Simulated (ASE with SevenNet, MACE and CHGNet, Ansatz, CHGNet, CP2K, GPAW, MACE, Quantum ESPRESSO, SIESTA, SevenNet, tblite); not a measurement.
# Machine-learned potentials on Σ7 (111) twist boundary in a MgS-YS solid solution (84 atoms): settings against a plane-wave reference

How do the settings of machine-learned potentials change the result for Σ7 (111) twist boundary in a MgS-YS solid solution (84 atoms)? A plane-wave run serves as the yardstick.

Program: ASE with SevenNet, MACE and CHGNet. Level of theory: the method is named at each step. Results are calculated unless marked as measured.

### 1. Set-up

The cell holds 84 atoms: 38 Mg, 42 S and 4 Y. Its edges and angles: a = 9.782 Å, b = 9.782 Å, c = 19.373 Å, α = 90.0°, β = 90.0°, γ = 120.0°. Rock-salt MgS lattice (a = 5.2289 Å, the value set for the mixture); two grains turned against each other by 38.21 deg about [111]; 1 x 1 coincidence cells, 1 lattice periods a grain, two boundaries a cell, upper grain shifted by [0, 0] of the boundary cell and opened by 0.63 Å, no atom removed; 4 of 42 Mg sites given to Y at random (lattice constant by Vegard's rule between MgS and YS); not relaxed, displaced by a Gaussian of 0.02 Å. Then every atom was moved at random, 0.05 Å r.m.s. a Cartesian component. Regions: lower grain, 42 atoms (20 Mg, 21 S and 1 Y); upper grain, 42 atoms (18 Mg, 21 S and 3 Y). The structure's axis is c.

The yardstick, on the same geometry:

* method: Kohn-Sham DFT, PBE, SSSP efficiency 1.3.0 pseudopotentials, plane waves (Quantum ESPRESSO 7.5); sssp-pbe-1.3.0-efficiency, cutoffs 45/360 Ry, Γ point
* r.m.s. force component: 0.7976 eV/Å
* longest force: 6.324 eV/Å
* pressure: 2.814 GPa
* time: 5.5 min on 4 MPI ranks of Intel Xeon Platinum 8259CL at 2.50GHz (Skylake/Cascade Lake), shared host
* CPU time: 22 min

### 2. SevenNet l3i5 potential

Method: machine-learned interatomic potential SevenNet l3i5, trained on PBE(+U) plane-wave data.

run.py reads:

```python
import numpy as np
from ase.io import read
import mlip  # loads the published weights by name

atoms = read("structure.xyz")
atoms.calc = mlip.calc("7net-l3i5")
energy = atoms.get_potential_energy()
forces = atoms.get_forces()
print(f"energy {energy:.6f} eV")
print("forces (eV/A)")
for i, (a, f) in enumerate(zip(atoms, forces)):
    print(f"{i:4d} {a.symbol:2s} {f[0]:10.5f} {f[1]:10.5f} {f[2]:10.5f}")
stress = -atoms.get_stress(voigt=False) * 160.21766
print("stress (GPa, compression positive)")
for row in stress:
    print(" ".join(f"{x:10.4f}" for x in row))
```

structure.xyz reads:

```xyz
84
Lattice="9.78238 0.00000 0.00000 -4.89119 8.47179 0.00000 0.00000 0.00000 19.37344" Properties=species:S:1:pos:R:3 pbc="T T T"
Mg 5.64248 4.80384 0.02751
S -2.10590 5.23260 1.61265
Mg 6.29682 1.12844 0.02635
S 8.37739 1.67462 1.53205
Mg 7.05447 3.20251 3.10401
S -0.79394 3.57781 4.45977
Mg 8.49169 1.58694 6.09217
S 0.72991 1.99316 7.55932
Mg 2.13359 6.06318 19.35000
S 4.22677 6.41535 1.55859
Mg 2.76010 8.09801 2.98254
S -4.87270 8.45163 4.57601
Mg 2.74909 2.49130 0.01589
S 4.74445 2.83144 1.50222
Mg 3.41488 4.43862 3.04550
S 5.66033 4.91050 4.61611
Mg 4.13418 6.43576 6.02185
S -3.49784 6.85037 7.48144
Y 4.20975 0.76043 3.14799
S 6.31399 1.10548 4.47720
Mg 4.90420 2.86228 5.99337
S 6.91644 3.22131 7.55351
Mg -1.37134 7.30870 0.02557
S 0.64172 7.61868 1.53941
Mg -0.63135 3.63304 19.30835
S 1.34664 4.00462 1.46386
Mg 0.03688 5.68847 2.91609
S 2.13828 6.16399 4.48146
Mg 0.67978 7.66223 6.13208
S 2.71755 8.04651 7.47931
Mg 9.76624 0.01254 19.35135
S 2.09377 0.39453 1.47161
Mg 0.72531 2.03535 2.97595
S 2.82911 2.49401 4.50006
Mg 1.50927 4.09569 6.15940
S 3.36308 4.37331 7.51321
Mg 2.13266 0.45121 6.16056
S 4.11457 0.77822 7.62887
Mg -3.39674 6.90332 2.95619
S -1.42583 7.23398 4.50200
Mg -2.19101 5.31054 6.01352
S 0.04016 5.55809 7.51166
Mg 1.32869 7.35665 9.61756
S 7.61612 0.41249 11.34257
Mg 4.19464 4.85239 9.63538
S 5.52122 6.36359 11.16588
Mg 3.47524 6.86681 12.80914
S 9.74428 0.03092 14.20170
Mg 7.07124 2.41878 9.66463
S -1.38827 4.04350 11.18622
Mg 6.29653 4.41787 12.74017
S -2.01713 6.06089 14.13021
Mg 5.62091 6.46338 15.75254
S -2.85694 8.04041 17.14414
Mg -2.13168 6.01412 9.68052
S -0.56586 7.53659 11.23330
[... 24 atom lines left out ...]
Mg -1.29753 4.07103 15.71825
S -0.04079 5.61493 17.24992
Mg 1.41189 1.53204 15.75061
S 2.91681 3.23775 17.28246
```

Launch:

```
OMP_NUM_THREADS=1 python run.py > output.txt
```

The program printed:

```text
energy -369.665436 eV
forces (eV/A)
   0 Mg   -0.12244    0.05649    0.03268
   1 S     0.11036    0.00084   -1.33449
   2 Mg    0.08515    0.31633    0.20851
   3 S    -0.21127   -0.38920   -1.00015
   4 Mg   -0.56712    0.16056    0.07805
   5 S     0.78179    0.29903    0.27486
   6 Mg   -0.21828    0.19982    0.58274
   7 S    -0.17421    0.11041    0.97233
   8 Mg    0.14744   -0.12924   -0.81880
   9 S    -0.10683    0.12266   -0.86857
  10 Mg    0.61658   -0.15338    0.27624
  11 S     0.15499    0.20126   -0.49135
  12 Mg   -0.03850   -0.50402    0.38035
  13 S     0.98049    0.33867   -0.89070
  14 Mg    0.29841    0.38892    0.27116
  15 S    -0.59017   -0.45165   -0.88987
  16 Mg    0.18826    0.09012    0.79155
  17 S     0.04310    0.26469    1.19642
  18 Y    -0.45010    0.43978   -0.29733
  19 S     0.81528    0.67599    0.82515
  20 Mg    0.17780    0.21987    0.86282
  21 S     0.03388    0.22388   -0.69655
  22 Mg   -0.31605   -0.31825   -1.12820
  23 S     0.71800   -0.14460   -1.55190
[...]
76 Mg   -0.28477   -0.33155   -1.27807
  77 S    -0.78301    0.53771    0.84723
  78 Mg   -0.18216   -0.28628    0.30099
  79 S     0.10080   -0.07105   -0.39745
  80 Mg   -0.56216   -0.12999    0.82345
  81 S     0.34085    0.09917    0.97918
  82 Mg    0.41383    0.19501    0.84866
  83 S    -0.61930    0.43906   -1.03465
stress (GPa, compression positive)
    3.6442     0.2206     0.1452
    0.2206     3.1893     0.5817
    0.1452     0.5817    -0.3853
```

The job ended after 24 s (1 thread of Intel Xeon Platinum 8259CL at 2.50GHz (Skylake/Cascade Lake), shared host; peak memory 1.1 GiB).

Banners, paths, timers and routine set-up lines are dropped from the logs unmarked, and long logs keep their key lines alone; longer cuts are marked.

Against the reference:

```yaml
r_m_s_force_component: 0.7753 eV/Å
r_m_s_difference_of_force_components: 123.8 meV/Å
longest_difference_of_force_vectors: 435.9 meV/Å
force_difference_over_r_m_s_force: 15.52 %
slope_of_forces_against_the_reference_s: 0.9604
correlation_of_force_components: 0.988
pressure: 2.149 GPa
pressure_difference: -0.6649 GPa
```

Length of the force difference by element (eV/Å):

| element | atoms | mean | most |
| --- | --- | --- | --- |
| Mg | 38 | 0.18 | 0.41 |
| S | 42 | 0.19 | 0.44 |
| Y | 4 | 0.38 | 0.43 |

Local excerpt of 9 atoms (numbers count through the whole input) about S6, picked at random; x, y, z are measured from there.

| atom | x | y | z | distance (Å) | bonds | Fx | Fy | Fz (eV/Å) |
| --- | --- | --- | --- | --- | --- | --- | --- | --- |
| S6 | 0.00 | 0.00 | 0.00 | 0.00 | 6 | 0.78 | 0.30 | 0.27 |
| Mg5 | -1.93 | -0.38 | -1.36 | 2.39 | 6 | -0.57 | 0.16 | 0.08 |
| Mg7 | -0.50 | -1.99 | 1.63 | 2.62 | 6 | -0.22 | 0.20 | 0.58 |
| Mg33 | 1.52 | -1.54 | -1.48 | 2.62 | 6 | -0.31 | -0.15 | 0.70 |
| Mg41 | -1.40 | 1.73 | 1.55 | 2.71 | 6 | 0.57 | -0.38 | 0.97 |
| Mg27 | 0.83 | 2.11 | -1.54 | 2.74 | 6 | -0.09 | -0.59 | 0.95 |
| Mg35 | 2.30 | 0.52 | 1.70 | 2.91 | 6 | -0.93 | -0.26 | -0.25 |
| S2 | -1.31 | 1.65 | -2.85 | 3.54 | 6 | 0.11 | 0.00 | -1.33 |
| S4 | -0.61 | -1.90 | -2.93 | 3.54 | 6 | -0.21 | -0.39 | -1.00 |

Atoms are counted from 1 here, from 0 in the log.

Forces lie 16 % from the reference's, at 0.014 times its CPU time (on 1 against 4 cores).

### 3. MACE MP-0b2 small potential

Method: machine-learned interatomic potential MACE MP-0b2 small, trained on PBE(+U) plane-wave data.

Changes to run.py since step 2:

```diff
@@ -5,3 +5,3 @@
 atoms = read("structure.xyz")
-atoms.calc = mlip.calc("7net-l3i5")
+atoms.calc = mlip.calc("mace-mp-0b2-small")
 energy = atoms.get_potential_energy()
```

structure.xyz is that of step 2.

The program printed:

```text
energy -368.907949 eV
forces (eV/A)
   0 Mg   -0.12634    0.11571    0.33685
   1 S     0.05297   -0.01991   -1.33717
   2 Mg    0.03024    0.34637    0.38595
   3 S    -0.18422   -0.55957   -0.99102
   4 Mg   -0.59215    0.26976   -0.02016
   5 S     0.93034    0.26824    0.26179
   6 Mg   -0.20395    0.21162    0.38623
   7 S    -0.18961    0.11589    1.12903
   8 Mg    0.10438   -0.09639   -0.75593
   9 S    -0.01166    0.22034   -0.86538
  10 Mg    0.64930   -0.21293    0.28541
  11 S     0.17417    0.30408   -0.66031
  12 Mg    0.02829   -0.47614    0.81051
  13 S     0.90287    0.25196   -0.85875
  14 Mg    0.34681    0.40771    0.14556
  15 S    -0.67281   -0.56863   -0.96381
  16 Mg    0.23780    0.11904    0.49527
  17 S     0.06757    0.17987    1.43817
  18 Y    -0.48779    0.62024   -0.75474
  19 S     0.71851    0.79318    0.78110
  20 Mg    0.11035    0.27081    0.71232
  21 S     0.13559    0.18117   -0.69798
  22 Mg   -0.32699   -0.36881   -1.10162
  23 S     0.77244   -0.09113   -1.50991
[...]
76 Mg   -0.26352   -0.19044   -1.12992
  77 S    -0.72956    0.41257    0.84855
  78 Mg   -0.33586   -0.31703    0.36854
  79 S     0.17740   -0.00807   -0.69056
  80 Mg   -0.51443   -0.12359    0.69073
  81 S     0.29015    0.06335    1.31495
  82 Mg    0.39889    0.21894    0.63984
  83 S    -0.63335    0.37570   -1.11205
stress (GPa, compression positive)
    2.9681     0.1791     0.1118
    0.1791     2.5881     0.5694
    0.1118     0.5694    -0.4259
```

Elapsed: 12 s, on 1 thread; peak memory 0.67 GiB.

Compared with the plane-wave run:

| Quantity | Value |
| --- | --- |
| r.m.s. force component | 0.7985 eV/Å |
| r.m.s. difference of force components | 175.3 meV/Å |
| longest difference of force vectors | 678.4 meV/Å |
| force difference over r.m.s. force | 21.97 % |
| slope of forces against the reference's | 0.977 |
| correlation of force components | 0.9759 |
| pressure | 1.71 GPa |
| pressure difference | -1.104 GPa |

Against the first run (16 %), the force difference from the reference is 22 %, at 0.61 times the CPU time.

### 4. CHGNet r2SCAN potential

Method: machine-learned interatomic potential CHGNet r2SCAN, trained on r2SCAN plane-wave data.

Changes to run.py since step 3:

```diff
@@ -5,3 +5,3 @@
 atoms = read("structure.xyz")
-atoms.calc = mlip.calc("mace-mp-0b2-small")
+atoms.calc = mlip.calc("chgnet-r2scan")
 energy = atoms.get_potential_energy()
```

structure.xyz is that of step 3.

The program printed:

```text
CHGNet vr2scan initialized with 412,525 parameters
CHGNet will run on cpu
energy -715.405396 eV
forces (eV/A)
   0 Mg   -0.11107    0.07964    0.53295
   1 S     0.06920    0.04825   -1.11676
   2 Mg    0.10924    0.30719    0.46003
   3 S    -0.12640   -0.27792   -0.78809
   4 Mg   -0.23366    0.16743   -0.03738
   5 S     0.68678    0.16155    0.17099
   6 Mg   -0.14324    0.10526    0.13333
   7 S    -0.00338   -0.01923    1.00030
   8 Mg    0.05279   -0.06478   -0.31516
   9 S    -0.07654    0.08653   -0.76499
  10 Mg    0.49900   -0.17693    0.27934
  11 S     0.18100    0.26739   -0.45311
  12 Mg   -0.00514   -0.33333    0.79799
  13 S     0.58440    0.36059   -0.92577
  14 Mg    0.22957    0.33699    0.10433
  15 S    -0.46936   -0.37887   -0.60783
  16 Mg    0.15764    0.06680    0.22745
  17 S     0.13462    0.14864    1.13807
  18 Y    -0.35500    0.35578   -0.37245
  19 S     0.59745    0.49066    0.66429
  20 Mg    0.06762    0.19361    0.39037
  21 S    -0.01789    0.08480   -0.37929
  22 Mg   -0.26787   -0.24784   -0.67369
  23 S     0.61075   -0.23176   -1.33377
[...]
76 Mg   -0.17932   -0.21170   -0.77622
  77 S    -0.60978    0.36021    0.48341
  78 Mg   -0.21148   -0.30200    0.25045
  79 S     0.16559   -0.11633   -0.34074
  80 Mg   -0.20984   -0.09822    0.49466
  81 S     0.16335   -0.22938    1.11762
  82 Mg    0.26053    0.24838    0.33783
  83 S    -0.35766    0.25911   -0.69654
stress (GPa, compression positive)
    1.5878     0.1694     0.0737
    0.1694     1.2725     0.4588
    0.0737     0.4588    -0.4573
```

Run time: 7.2 s. Hardware: 1 thread; peak memory 0.85 GiB.

Compared with the plane-wave run:

* r.m.s. force component: 0.6013 eV/Å
* r.m.s. difference of force components: 297.5 meV/Å
* longest difference of force vectors: 2256 meV/Å
* force difference over r.m.s. force: 37.29 %
* slope of forces against the reference's: 0.7146
* correlation of force components: 0.9479
* pressure: 0.801 GPa
* pressure difference: -2.013 GPa

Against the first run (16 %), the force difference from the reference is 37 %, at 0.38 times the CPU time; this potential was trained at another functional than the reference's, which explains only part of so large a difference.

### 5. Side by side

Differences are against the plane-wave reference, forces as r.m.s. over components; share is that over the reference's r.m.s. force, slope the least-squares factor from reference forces to these. Total energies of different programs have different zeros and aren't compared.

| run | Δ force, r.m.s. (meV/Å) | share (%) | slope | Δ pressure (GPa) | cores | CPU time | memory (GiB) |
| --- | --- | --- | --- | --- | --- | --- | --- |
| reference | - | - | - | - | 4 | 22 min | 4.0 |
| SevenNet l3i5 potential | 124 | 15.5 | 0.960 | -0.665 | 1 | 18 s | 1.1 |
| MACE MP-0b2 small potential | 175 | 22.0 | 0.977 | -1.10 | 1 | 11 s | 0.67 |
| CHGNet r2SCAN potential | 297 | 37.3 | 0.715 | -2.01 | 1 | 6.8 s | 0.85 |

Times of the machine-learned potentials are mostly Python's start and the loading of weights.

CPU time is summed over cores on a shared host, where runs went side by side, so it is rough. Symmetry, cutoffs, thresholds, outputs and thread counts weren't matched or tuned between programs; memory under MPI is the largest rank's times the ranks.

### 6. Summary of results

```json
{
 "nearest in forces": "SevenNet l3i5 potential, 16 %",
 "its CPU time": "18 s"
}
```

Machine-learned potentials differ by 16 % (SevenNet l3i5 potential) to 37 % (CHGNet r2SCAN potential); they were trained on other programs' data, some at another functional. The reference's pressure holds the uncorrected Pulay stress of its 45 Ry basis, so small pressure differences, and their order, may be the reference's own error. Machine-learned potentials mimic data converged in k, so the reference's own k-point error enters their differences. The host structure and its lattice constant were typed by rule, without a check against the phase diagram. The reference's pressure of 2.8 GPa belongs to a cell and atoms that aren't relaxed at this level. The electronic-structure runs sample only Γ, in a cell whose shortest periodic width is 8 Å, which is coarse for a cell with partly filled levels.

[Also dropped from logs without a mark: logging warnings of Python, and SIESTA's first energy breakdown and zero terms.]

[Logs are printed without paths, hosts, clocks, repeated set-up lines and the standing remarks that a program may print on its own settings, such as how far it seeks lower states.]

[Hosts, paths, dates, database ids (printed as entryN), source tags and the programs' standing remarks are cut or masked in the printed files.]
